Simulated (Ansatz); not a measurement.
Rows from a G0W0 calculation on Te (P3_121) (Ansatz 0.2.0; G0W0 on PBE, plane waves, PAW; PAW set soft_1; 6×6×4 mesh, 231 empty bands, screening to 100 eV, plasmon pole, PAW set soft_1 files), in eV. Spin-orbit coupling is left out.

```tsv
row	Σx	Σc	Vxc	Z
A	-10.44	-3.40	-13.88	0.78
B	-15.32	0.56	-14.54	0.78
C	-10.94	-2.93	-13.91	0.78
```

Question: Which rows are filled states and which are empty ones, and how can one tell?

Filled: B. Empty: A and C. The sign of Σc tells: for a filled state bare exchange, which holds its interaction with itself, lies below Vxc (Σx − Vxc is -0.8 eV or lower here) and screening gives part back as a positive Σc. For an empty state Σx lies above Vxc (+3.0 eV or more) and the Coulomb hole leaves Σc negative.

[Paths, hosts, dates, memory and timing lines, banners, echoed tables and standing remarks are left out of the program output.]

[Logs are printed without paths, hosts, clocks, repeated set-up lines and the standing remarks that a program may print on its own settings, such as how far it seeks lower states.]

[Runs of the session that timed out or met a known fault of the program may be left out.]

[Cells called generated may have been cut or substituted from an entry of the Crystallography Open Database or the Materials Project.]

[Hosts, paths, dates, database ids (printed as entryN), source tags and the programs' standing remarks are cut or masked in the printed files.]
